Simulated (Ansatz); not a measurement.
# K on Ta(110): change of the work function, part 2 of 3

How does K on the hollow site change the work function of Ta(110) as the layer fills?

Ansatz 0.2.0; plane-wave DFT, PBE, Ansatz PAW.

So far, work function, upper face (eV): step 2 (the clean slab) 4.77.

### 3. The covered slab, k-mesh 4×4×1, coverage 0.111 ML

System of this step: KTa36 (K/Ta(110)). The cell holds 37 atoms: 36 Ta and 1 K. Its edges and angles: a = 8.600 Å, b = 8.600 Å, c = 28.430 Å, α = 90.0°, β = 90.0°, γ = 70.5°. Vacuum lies along c.

The clean slab as it ended is repeated in the plane and the adsorbate is set on one face; the cell's size fixes the coverage, and the k-mesh shrinks with it to keep the sampling density about even. Adsorbate and upper layers relax, since the dipole depends on the height.

Contents of input.yaml:

```yaml
crystal:
  lattice:
    - [7.0215703371, -4.965, 0.0]
    - [7.0215703371, 4.965, 0.0]
    - [0.0, 0.0, 28.4295305823]
  atoms:
    - { symbol: Ta, position: [0.0, 0.0, 0.3165722337] }
    - { symbol: Ta, position: [0.1666666667, 0.1666666667, 0.3988994266] }
    - { symbol: Ta, position: [0.0, 0.0, 0.4813109758] }
    - { symbol: Ta, position: [0.1666666667, 0.1666666667, 0.5604312396] }
    - { symbol: Ta, position: [0.0, 0.3333333333, 0.3165722337] }
    - { symbol: Ta, position: [0.1666666667, 0.5, 0.3988994266] }
    - { symbol: Ta, position: [0.0, 0.3333333333, 0.4813109758] }
    - { symbol: Ta, position: [0.1666666667, 0.5, 0.5604312396] }
    - { symbol: Ta, position: [0.0, 0.6666666667, 0.3165722337] }
    - { symbol: Ta, position: [0.1666666667, 0.8333333333, 0.3988994266] }
    - { symbol: Ta, position: [0.0, 0.6666666667, 0.4813109758] }
    - { symbol: Ta, position: [0.1666666667, 0.8333333333, 0.5604312396] }
    - { symbol: Ta, position: [0.3333333333, 0.0, 0.3165722337] }
    - { symbol: Ta, position: [0.5, 0.1666666667, 0.3988994266] }
    - { symbol: Ta, position: [0.3333333333, 0.0, 0.4813109758] }
    - { symbol: Ta, position: [0.5, 0.1666666667, 0.5604312396] }
    - { symbol: Ta, position: [0.3333333333, 0.3333333333, 0.3165722337] }
    - { symbol: Ta, position: [0.5, 0.5, 0.3988994266] }
    - { symbol: Ta, position: [0.3333333333, 0.3333333333, 0.4813109758] }
    - { symbol: Ta, position: [0.5, 0.5, 0.5604312396] }
    - { symbol: Ta, position: [0.3333333333, 0.6666666667, 0.3165722337] }
    - { symbol: Ta, position: [0.5, 0.8333333333, 0.3988994266] }
    - { symbol: Ta, position: [0.3333333333, 0.6666666667, 0.4813109758] }
    - { symbol: Ta, position: [0.5, 0.8333333333, 0.5604312396] }
    - { symbol: Ta, position: [0.6666666667, 0.0, 0.3165722337] }
    - { symbol: Ta, position: [0.8333333333, 0.1666666667, 0.3988994266] }
    - { symbol: Ta, position: [0.6666666667, 0.0, 0.4813109758] }
    - { symbol: Ta, position: [0.8333333333, 0.1666666667, 0.5604312396] }
    - { symbol: Ta, position: [0.6666666667, 0.3333333333, 0.3165722337] }
    - { symbol: Ta, position: [0.8333333333, 0.5, 0.3988994266] }
    - { symbol: Ta, position: [0.6666666667, 0.3333333333, 0.4813109758] }
    - { symbol: Ta, position: [0.8333333333, 0.5, 0.5604312396] }
    - { symbol: Ta, position: [0.6666666667, 0.6666666667, 0.3165722337] }
    - { symbol: Ta, position: [0.8333333333, 0.8333333333, 0.3988994266] }
    - { symbol: Ta, position: [0.6666666667, 0.6666666667, 0.4813109758] }
    - { symbol: Ta, position: [0.8333333333, 0.8333333333, 0.5604312396] }
    - { symbol: K, position: [0.28, 0.28, 0.6834277663] }
kpoints:
  mp_grid: { grid: [4, 4, 1] }
hamiltonian:
  xc: pbe
scf:
  occupations: { method: fermi_dirac, width: 0.1 }
  convergence: { dr2_threshold: 1.0e-08 }
efield:
  axis: 3
  dipole_correction: true
  ramp_position: 0.97
  ramp_width: 0.06
relax:
  f_tol: 0.02
  max_steps: 60
  constraints:
    - { sites: [0, 1, 4, 5, 8, 9, 12, 13, 16, 17, 20, 21, 24, 25, 28, 29, 32, 33] }
output:
  write_potential: true
  write_density: true
  volumetric_format: npy
```

The run is started by

```
$ ansatz run input.yaml --threads 4 --pin off --max-ram 16384MiB --backend cpu --events-out ev --progress --plain --runs-dir out
```

Numbers of over 12 decimals in the logs are rounded to 6 here.

Output:

```text
[...]
Crystal: 37 atoms, lattice volume = 1982.226 Å³
Basis set: ecut = 420 eV, 38833 PW (Γ), exchange–correlation on 120×120×384 points (8 copies of the dense FFT grid, shifted against one another)
Bands: 287, of which v1, the nominal top of the filled ones, is band 239 counted from 1 (238 counted from 0)
Symmetry: 2 space group operations
[...]
k-points: 7 of 16 (time reversal used)
[...]
SCF iter   1: F=—  HF=-359080.541196 eV  |F-HF|=—  |Δ(HF+E_count)|=         —  Δρ=6.64e-3  dr2=3.88e1  ethr=1.77e-3  p=1.322 e·Å  D=1.21e-1 V/Å  ΔV_dip=-3.43 eV  dr2_dipole=1.75e1  V_vac-E_F(+/−)=1.66/5.09 eV  ⟨swp⟩=13.9  Hψ=11033  notcnv=0
[...]
SCF iter  10: F=-359080.040567 eV  HF=-359080.040567 eV  |F-HF|=4.02e-9  |Δ(HF+E_count)|=   3.50e-8  Δρ=2.01e-7  dr2=2.17e-9  ethr=2.10e-12  p=1.072 e·Å  D=9.79e-2 V/Å  ΔV_dip=-2.78 eV  dr2_dipole=2.09e-10  V_vac-E_F(+/−)=2.02/4.80 eV  ⟨swp⟩=10.9  Hψ=13691  notcnv=0
SCF 1 converged in 10 iterations: F = -359080.040567 eV  dr2 = 2.17e-9
[...]
relax step   1: F+E_penalty+E_count = -359080.04056663 eV  Δ(F+E_penalty+E_count) = +0.000e0 eV  max|allowed force component| = 4.213e-1 eV/Å  Δτ_max = 0.0000 Å  (10 SCF iters, accepted)
[...]
SCF iter   9: F=-359080.035182 eV  HF=-359080.035182 eV  |F-HF|=9.84e-9  |Δ(HF+E_count)|=   8.98e-8  Δρ=3.87e-7  dr2=4.74e-9  ethr=2.10e-12  p=1.008 e·Å  D=9.20e-2 V/Å  ΔV_dip=-2.62 eV  dr2_dipole=3.48e-12  V_vac-E_F(+/−)=2.19/4.80 eV  ⟨swp⟩=11.3  Hψ=14514  notcnv=0
SCF 2 converged in 9 iterations: F = -359080.035182 eV  dr2 = 4.74e-9
relax step   2: F+E_penalty+E_count = -359080.03518239 eV  Δ(F+E_penalty+E_count) = +5.384e-3 eV  max|allowed force component| = 3.282e-1 eV/Å  Δτ_max = 0.0935 Å  (9 SCF iters, rejected (line search))
SCF iter   1: F=—  HF=-359080.107197 eV  |F-HF|=—  |Δ(HF+E_count)|=         —  Δρ=2.53e-3  dr2=5.85e-1  ethr=1.22e-3  p=1.008 e·Å  D=9.20e-2 V/Å  ΔV_dip=-2.62 eV  dr2_dipole=5.16e-2  V_vac-E_F(+/−)=2.19/4.81 eV  ⟨swp⟩=5.0  Hψ=3688  notcnv=0  defer=1
[...]
SCF iter   9: F=-359080.070370 eV  HF=-359080.070370 eV  |F-HF|=9.26e-9  |Δ(HF+E_count)|=   4.25e-8  Δρ=3.71e-7  dr2=6.66e-9  ethr=2.10e-12  p=1.045 e·Å  D=9.54e-2 V/Å  ΔV_dip=-2.71 eV  dr2_dipole=1.38e-9  V_vac-E_F(+/−)=2.09/4.80 eV  ⟨swp⟩=11.3  Hψ=14629  notcnv=0
SCF 3 converged in 9 iterations: F = -359080.070370 eV  dr2 = 6.66e-9
relax step   3: F+E_penalty+E_count = -359080.07036977 eV  Δ(F+E_penalty+E_count) = -2.980e-2 eV  max|allowed force component| = 3.531e-1 eV/Å  Δτ_max = 0.0457 Å  (9 SCF iters, accepted)
[... from here on, the SCF cycles and remarks between the steps are left out ...]
relax step   4: F+E_penalty+E_count = -359080.10123034 eV  Δ(F+E_penalty+E_count) = -3.086e-2 eV  max|allowed force component| = 1.969e-1 eV/Å  Δτ_max = 0.0979 Å  (8 SCF iters, accepted)
relax step   5: F+E_penalty+E_count = -359080.11306134 eV  Δ(F+E_penalty+E_count) = -1.183e-2 eV  max|allowed force component| = 4.367e-2 eV/Å  Δτ_max = 0.1416 Å  (8 SCF iters, accepted)
relax step   6: F+E_penalty+E_count = -359080.11401890 eV  Δ(F+E_penalty+E_count) = -9.576e-4 eV  max|allowed force component| = 1.960e-2 eV/Å  Δτ_max = 0.0547 Å  (8 SCF iters, accepted)
relax step   7: F+E_penalty+E_count = -359080.11429363 eV  Δ(F+E_penalty+E_count) = -2.747e-4 eV  max|allowed force component| = 1.188e-2 eV/Å  Δτ_max = 0.0254 Å  (6 SCF iters, accepted)
relax step   8: F+E_penalty+E_count = -359080.11501953 eV  Δ(F+E_penalty+E_count) = -7.259e-4 eV  max|allowed force component| = 2.015e-2 eV/Å  Δτ_max = 0.1126 Å  (8 SCF iters, accepted)
relax step   9: F+E_penalty+E_count = -359080.11600031 eV  Δ(F+E_penalty+E_count) = -9.808e-4 eV  max|allowed force component| = 2.222e-2 eV/Å  Δτ_max = 0.1951 Å  (8 SCF iters, accepted)
relax step  10: F+E_penalty+E_count = -359080.11668873 eV  Δ(F+E_penalty+E_count) = -6.884e-4 eV  max|allowed force component| = 1.456e-2 eV/Å  Δτ_max = 0.1948 Å  (7 SCF iters, accepted)
SCF iter   1: F=—  HF=-359080.112030 eV  |F-HF|=—  |Δ(HF+E_count)|=         —  Δρ=4.62e-4  dr2=1.27e-2  ethr=2.03e-5  p=0.940 e·Å  D=8.58e-2 V/Å  ΔV_dip=-2.44 eV  dr2_dipole=4.54e-4  V_vac-E_F(+/−)=2.36/4.80 eV  ⟨swp⟩=5.9  Hψ=5489  notcnv=0  defer=1
[...]
SCF iter   7: F=-359080.116809 eV  HF=-359080.116809 eV  |F-HF|=1.16e-8  |Δ(HF+E_count)|=   1.06e-7  Δρ=4.81e-7  dr2=9.53e-9  ethr=2.10e-12  p=0.938 e·Å  D=8.56e-2 V/Å  ΔV_dip=-2.43 eV  dr2_dipole=2.12e-11  V_vac-E_F(+/−)=2.37/4.80 eV  ⟨swp⟩=10.1  Hψ=16324  notcnv=0
SCF 11 converged in 7 iterations: F = -359080.116809 eV  dr2 = 9.53e-9
relax step  11: F+E_penalty+E_count = -359080.11680924 eV  Δ(F+E_penalty+E_count) = -1.205e-4 eV  max|allowed force component| = 1.597e-2 eV/Å  Δτ_max = 0.1954 Å  (7 SCF iters, accepted)
NSCF: frozen V_eff on 7 k-points
[...]
WARN: The input density's exchange-correlation potential varies sharply where the density is thin. Do not read a vacuum level from v_tot or v_xc, or from such a field of the output density. On a cell that repeats whose density bears no net charge and no dipole along the vacuum's axis use v_es (v_loc + v_h of the components); under efield.dipole_correction with no amplitude use v_es + v_field, which holds any external [...]
SCF converged after 7 iterations
Free energy (F): -359080.116809 eV
[...]
Internal energy: -359078.439520 eV  (E = F + TS)
E sigma→0 (E₀):  -359079.278165 eV
Entropy (-TS):   -1.677289 eV (-45.332 meV/atom)
Fermi energy:    3.986730 eV
Dipole field:    D = 0.085634 V/Å  (p = 0.938078 e·Å, saw-weighted, corrected)
Work function:   Φ+ = 2.3682 eV   Φ− = 4.8027 eV
[...]
--- Forces (eV/Å), atoms counted from 1 ---
  atom   1  Ta     0.00064536     0.00000000     0.42795093
  atom   2  Ta    -0.01589323     0.00000000    -0.41952435
  atom   3  Ta     0.00563294     0.00000000    -0.00252904
  atom   4  Ta    -0.00591326     0.00000000    -0.00651574
  atom   5  Ta     0.00268485    -0.00085289     0.43218303
  atom   6  Ta    -0.00657790    -0.00268305    -0.45952550
  atom   7  Ta     0.00801528    -0.00326744    -0.00030373
  atom   8  Ta    -0.00780618    -0.00077892     0.00219362
  atom   9  Ta     0.00041137    -0.00253348     0.42076791
  atom  10  Ta     0.01099167    -0.00000564    -0.40834731
  atom  11  Ta     0.01038432    -0.00522712    -0.00052585
  atom  12  Ta    -0.00473800     0.00116285     0.00282919
  atom  13  Ta     0.00268485     0.00085289     0.43218303
  atom  14  Ta    -0.00657790     0.00268305    -0.45952550
  atom  15  Ta     0.00801528     0.00326744    -0.00030373
  atom  16  Ta    -0.00780618     0.00077892     0.00219362
  atom  17  Ta     0.00052875     0.00000000     0.42483534
  atom  18  Ta     0.00457468     0.00000000    -0.42246772
  atom  19  Ta     0.01177670     0.00000000    -0.00107407
  atom  20  Ta     0.00094841     0.00000000    -0.00348424
  atom  21  Ta    -0.00214497    -0.00111112     0.43168439
  atom  22  Ta    -0.02234252     0.00042650    -0.40730006
  atom  23  Ta     0.01443141    -0.00324651    -0.00078570
  atom  24  Ta    -0.00600901    -0.00091250    -0.00153081
  atom  25  Ta     0.00041137     0.00253348     0.42076791
  atom  26  Ta     0.01099167     0.00000564    -0.40834731
  atom  27  Ta     0.01038432     0.00522712    -0.00052585
  atom  28  Ta    -0.00473800    -0.00116285     0.00282919
  atom  29  Ta    -0.00214497     0.00111112     0.43168439
  atom  30  Ta    -0.02234252    -0.00042650    -0.40730006
  atom  31  Ta     0.01443141     0.00324651    -0.00078570
  atom  32  Ta    -0.00600901     0.00091250    -0.00153081
  atom  33  Ta    -0.00026218     0.00000000     0.42822760
  atom  34  Ta    -0.00662977     0.00000000    -0.44516261
  atom  35  Ta     0.01597224     0.00000000    -0.00243855
  atom  36  Ta    -0.00552784     0.00000000    -0.00449762
  atom  37  K     -0.00045412     0.00000000     0.00399992
  max |Σ_I F_I| component: 1.80e-6 eV/Å
--- Band table (eV; the first three rows and the last of 7) ---
  k-point 0: bands = [... 235 lower, 3.8556, 3.8602, 3.9300, 3.9326, 3.9334, 3.9345, 4.1092, 4.1373, ... 44 higher]
  k-point 1: bands = [... 235 lower, 3.8224, 3.8954, 3.9427, 3.9906, 4.0925, 4.0982, 4.1777, 4.2055, ... 44 higher]
  k-point 2: bands = [... 235 lower, 3.8502, 3.9305, 3.9616, 3.9904, 4.0029, 4.0283, 4.0331, 4.1128, ... 44 higher]
  k-point 6: bands = [... 235 lower, 3.8232, 3.8344, 3.8390, 4.0044, 4.0158, 4.0708, 4.0805, 4.0977, ... 44 higher]
--- Relaxed structure (11 steps of the walk, 10 accepted, 0 SCFs on fresh bases) ---
  F+E_penalty+E_count = -359080.11680924 eV   max|allowed force component| = 1.597e-2 eV/Å
  atoms:
    - { symbol: Ta, position: [0.0, 0.0, 0.3165722337] }
    - { symbol: Ta, position: [0.1666666667, 0.1666666667, 0.398899] }
    - { symbol: Ta, position: [-0.000314512, -0.000314512, 0.481411] }
    - { symbol: Ta, position: [0.166701, 0.166701, 0.560959] }
    - { symbol: Ta, position: [0.0, 0.3333333333, 0.3165722337] }
    - { symbol: Ta, position: [0.1666666667, 0.5, 0.398899] }
    - { symbol: Ta, position: [-0.000608336, 0.333316, 0.481356] }
    - { symbol: Ta, position: [0.166167, 0.500344, 0.559994] }
    - { symbol: Ta, position: [0.0, 0.6666666667, 0.3165722337] }
    - { symbol: Ta, position: [0.166667, 0.833333, 0.398899] }
    - { symbol: Ta, position: [-0.00121007, 0.667364, 0.480984] }
    - { symbol: Ta, position: [0.166668, 0.832685, 0.561371] }
    - { symbol: Ta, position: [0.3333333333, 0.0, 0.3165722337] }
    - { symbol: Ta, position: [0.5, 0.1666666667, 0.398899] }
    - { symbol: Ta, position: [0.333316, -0.000608336, 0.481356] }
    - { symbol: Ta, position: [0.500344, 0.166167, 0.559994] }
    - { symbol: Ta, position: [0.3333333333, 0.3333333333, 0.3165722337] }
    - { symbol: Ta, position: [0.5, 0.5, 0.398899] }
    - { symbol: Ta, position: [0.333055, 0.333055, 0.480975] }
    - { symbol: Ta, position: [0.499763, 0.499763, 0.560873] }
    - { symbol: Ta, position: [0.333333, 0.6666666667, 0.3165722337] }
    - { symbol: Ta, position: [0.5, 0.833333, 0.398899] }
    - { symbol: Ta, position: [0.332792, 0.666768, 0.481332] }
    - { symbol: Ta, position: [0.499858, 0.833779, 0.561389] }
    - { symbol: Ta, position: [0.6666666667, 0.0, 0.3165722337] }
    - { symbol: Ta, position: [0.833333, 0.166667, 0.398899] }
    - { symbol: Ta, position: [0.667364, -0.00121007, 0.480984] }
    - { symbol: Ta, position: [0.832685, 0.166668, 0.561371] }
    - { symbol: Ta, position: [0.6666666667, 0.333333, 0.3165722337] }
    - { symbol: Ta, position: [0.833333, 0.5, 0.398899] }
    - { symbol: Ta, position: [0.666768, 0.332792, 0.481332] }
    - { symbol: Ta, position: [0.833779, 0.499858, 0.561389] }
    - { symbol: Ta, position: [0.6666666667, 0.6666666667, 0.3165722337] }
    - { symbol: Ta, position: [0.8333333333, 0.8333333333, 0.398899] }
    - { symbol: Ta, position: [0.666466, 0.666466, 0.481422] }
    - { symbol: Ta, position: [0.833264, 0.833264, 0.561222] }
    - { symbol: K, position: [0.335985, 0.335985, 0.674026] }
```

Elapsed: 23 min, on 4 threads of Arm Neoverse V2, shared host; peak memory 10 GiB; 1.6 h of CPU time.

The steps of the relaxation:

| step | energy less that of the first step (eV) | largest force component (eV/Å) |
| --- | --- | --- |
| 1 | 0.0000 | 0.4213 |
| 2 | 0.0054 | 0.3282 |
| 3 | -0.0298 | 0.3531 |
| 4 | -0.0607 | 0.1969 |
| 5 | -0.0725 | 0.0437 |
| 6 | -0.0735 | 0.0196 |
| 7 | -0.0737 | 0.0119 |
| 8 | -0.0745 | 0.0201 |
| 9 | -0.0754 | 0.0222 |
| 10 | -0.0761 | 0.0146 |
| 11 | -0.0762 | 0.0160 |

Relaxation step 2 was tried and not accepted.

Forces are held to the 2 operations that the run works with; a distortion that breaks them can't arise in this run.

The atoms that moved most (Å):

| atom | dx | dy | dz | length |
| --- | --- | --- | --- | --- |
| K37 | 0.786 | 0.000 | -0.267 | 0.830 |
| Ta32 | 0.002 | -0.003 | 0.027 | 0.027 |
| Ta24 | 0.002 | 0.003 | 0.027 | 0.027 |
| Ta12 | -0.005 | -0.003 | 0.027 | 0.027 |
| Ta28 | -0.005 | 0.003 | 0.027 | 0.027 |
| Ta36 | -0.001 | 0.000 | 0.022 | 0.023 |
| Ta4 | 0.000 | 0.000 | 0.015 | 0.015 |
| Ta27 | -0.004 | -0.009 | -0.009 | 0.014 |

The relaxed structure:

```xyz
37
Lattice="7.0216 -4.9650 0.0000 7.0216 4.9650 0.0000 0.0000 0.0000 28.4295" Properties=species:S:1:pos:R:3
Ta    0.0000    0.0000    9.0000
Ta    2.3405    0.0000   11.3405
Ta   -0.0044    0.0000   13.6863
Ta    2.3410    0.0000   15.9478
Ta    2.3405    1.6550    9.0000
Ta    4.6810    1.6550   11.3405
Ta    2.3361    1.6579   13.6847
Ta    4.6800    1.6592   15.9204
Ta    4.6810    3.3100    9.0000
Ta    7.0216    3.3100   11.3405
Ta    4.6774    3.3195   13.6742
Ta    7.0170    3.3068   15.9595
Ta    2.3405   -1.6550    9.0000
Ta    4.6810   -1.6550   11.3405
Ta    2.3361   -1.6579   13.6847
Ta    4.6800   -1.6592   15.9204
Ta    4.6810    0.0000    9.0000
Ta    7.0216    0.0000   11.3405
Ta    4.6771    0.0000   13.6739
Ta    7.0182    0.0000   15.9454
Ta    7.0216    1.6550    9.0000
Ta    9.3621    1.6550   11.3405
Ta    7.0185    1.6582   13.6841
Ta    9.3642    1.6579   15.9600
Ta    4.6810   -3.3100    9.0000
Ta    7.0216   -3.3100   11.3405
Ta    4.6774   -3.3195   13.6742
Ta    7.0170   -3.3068   15.9595
Ta    7.0216   -1.6550    9.0000
Ta    9.3621   -1.6550   11.3405
Ta    7.0185   -1.6582   13.6841
Ta    9.3642   -1.6579   15.9600
Ta    9.3621    0.0000    9.0000
Ta   11.7026    0.0000   11.3405
Ta    9.3593    0.0000   13.6866
Ta   11.7016    0.0000   15.9553
K     4.7183    0.0000   19.1622
```

Numbers from this step:

* energy at zero smearing: -359079.2782 eV
* work function, upper face: 2.368 eV
* work function, lower face: 4.803 eV
* dipole along the normal: 0.9381 e·Å
* step between the vacuum levels: -2.435 eV

Running mean over 2.341 Å of the planar mean; the ramp of the sawtooth is left out. Table of electron's electrostatic potential energy less the Fermi level by z:

z (Å), electron's electrostatic potential energy less the Fermi level (eV) and a bar from the least value:
```
      3.5        4.8 ##############################
      4.0        4.8 ##############################
      4.5        4.8 ##############################
      5.0        4.8 ##############################
      5.5        4.7 ##############################
      6.0        4.6 ##############################
      6.5        4.2 #############################
      7.0        3.0 ##########################
      7.5       -0.3 ####################
      8.0       -5.2 ###########
      8.5       -8.9 ####
      9.0      -10.1 #
      9.5      -10.1 #
     10.0      -10.0 #
     10.5      -10.0 #
     11.0      -10.0 #
     11.5      -10.0 #
     12.0      -10.0 #
     12.5      -10.0 #
     13.0      -10.0 #
     13.5      -10.0 #
     14.0      -10.2 #
     14.5      -10.6 
     15.0      -10.7 
     15.5      -10.5 
     16.0      -10.1 #
     16.5       -8.6 ####
     17.0       -4.8 ###########
     17.5       -0.3 ####################
     18.0        2.0 #########################
     18.5        2.4 #########################
     19.0        2.2 #########################
     19.5        2.0 #########################
     20.0        1.9 ########################
     20.5        2.1 #########################
     21.0        2.3 #########################
     21.5        2.3 #########################
     22.0        2.4 #########################
     22.5        2.4 #########################
     23.0        2.4 #########################
     23.5        2.4 #########################
     24.0        2.4 #########################
     24.5        2.4 #########################
     25.0        2.4 #########################
```

The relaxation took 11 steps and lowered the energy by 0.076 eV; the largest force on the free atoms ends at 0.016 eV/Å.

The covered face has 2.37 eV, -2.40 eV against the clean one; the bare back face has moved by -0.01 eV, a measure of how thin the slab is.

(Part 2 of 3 ends here.)

[Logs are printed without paths, hosts, clocks, repeated set-up lines and the standing remarks that a program may print on its own settings, such as how far it seeks lower states.]

[Hosts, paths, dates, database ids (printed as entryN), source tags and the programs' standing remarks are cut or masked in the printed files.]

[Maps of the electrostatic potential energy from Ansatz leave out the sawtooth potential of an applied field or a dipole correction, so their vacuum need not be flat; planar profiles and work functions include it.]
